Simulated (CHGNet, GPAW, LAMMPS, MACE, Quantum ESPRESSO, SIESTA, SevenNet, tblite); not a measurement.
# What went wrong? GPAW on Cd23Hg13Se20S16 with crystalline order left by the classical run (72 atoms)

Program: GPAW 26.7.0, a calculation on a cell of 23 Cd, 13 Hg, 20 Se and 16 S, 27.1 Å³ an atom.

Contents of run.py:

```python
import numpy as np
from ase.io import read
from gpaw import GPAW, FermiDirac

atoms = read("structure.xyz")
atoms.calc = GPAW(
    mode="lcao",
    basis="dzp",
    h=0.2,
    xc="PBE",
    kpts={"size": (1, 1, 1), "gamma": True},
    occupations=FermiDirac(0.05),
    maxiter=60,
    symmetry={"point_group": False},
    nbands=284,
    txt="gpaw.txt",
)
energy = atoms.get_potential_energy(force_consistent=True)
forces = atoms.get_forces()
print(f"energy {energy:.6f} eV")
print("forces (eV/A)")
for i, (a, f) in enumerate(zip(atoms, forces)):
    print(f"{i:4d} {a.symbol:2s} {f[0]:10.5f} {f[1]:10.5f} {f[2]:10.5f}")
print(f"Fermi level {atoms.calc.get_fermi_level():.4f} eV")
for k in range(len(atoms.calc.get_ibz_k_points())):
    for s in range(atoms.calc.get_number_of_spins()):
        e = atoms.calc.get_eigenvalues(kpt=k, spin=s)
        n = np.searchsorted(e, atoms.calc.get_fermi_level())
        print(f"k {k} spin {s} levels about the Fermi level:", np.round(e[max(n - 6, 0):n], 4).tolist(), "|", np.round(e[n:n + 6], 4).tolist())
```

Contents of structure.xyz:

```xyz
72
Lattice="12.49410 0.00000 0.00000 0.00000 12.49410 0.00000 0.00000 0.00000 12.49410" Properties=species:S:1:pos:R:3 pbc="T T T"
Cd 0.71041 8.28859 9.92956
Cd 9.91094 10.10298 4.26848
Cd 5.22653 7.34328 10.66971
Cd 9.22827 6.29440 2.93336
Cd 7.43561 5.06711 8.00909
Cd 5.16606 11.36963 3.56732
Cd 10.21468 3.09604 4.97702
Cd 1.75505 9.33971 5.08023
Cd 6.86613 0.00750 10.99031
Cd 3.28820 6.44671 7.15824
[... 58 atom lines left out ...]
S 11.15623 4.52899 3.14601
S 3.03744 12.18625 2.15061
S 7.66401 6.83477 9.85872
S 9.22602 7.80494 4.97927
```

Started as:

```bash
$ OMP_NUM_THREADS=1 python run.py > output.txt
```

What it wrote:

```text
ValueError: Too few bands!  Electrons: 726.0, bands: 284
```

gpaw.txt:

```text
Input parameters:
  mode=LCAO(),
  basis={'default': 'dzp'},
  h=0.2,
  kpts=MonkhorstPack(size=(1, 1, 1), gamma=True),
  maxiter=60,
  nbands=284,
  occupations=Occupations(name='fermi-dirac', width=0.05, fixmagmom=False),
  symmetry=Symmetry(point_group=False),
  xc=XC(name='PBE')
timing:  # [seconds]
  Total: 0.205  # ━━━━━━━━━━━━━━━━━━━━━━━━━━━━━━━━━━━━━━━━━━━━━━━━━━━━━━━━━━━
  Init:  0.178  # ━━━━━━━━━━━━━━━━━━━━━━━━━━━━━━━━━━━━━━━━━━━━━━━━━━━
```

It took 1.4 s on 1 thread of Arm Neoverse V2, shared host; peak memory 0.11 GiB.

Banners, paths, timers and routine set-up lines are dropped from the logs unmarked, and long logs keep their key lines alone; longer cuts are marked.

**Question.** Which part of the input is at fault, and how is it mended?

Too few bands: bands 284. Mend: ask for at least half as many bands as electrons, and some more for the smearing.

The program stopped at the start.

[Also dropped from logs without a mark: logging warnings of Python, and SIESTA's first energy breakdown and zero terms.]

[Logs are printed without paths, hosts, clocks, repeated set-up lines and the standing remarks that a program may print on its own settings, such as how far it seeks lower states.]

[Hosts, paths, dates, database ids (printed as entryN), source tags and the programs' standing remarks are cut or masked in the printed files.]
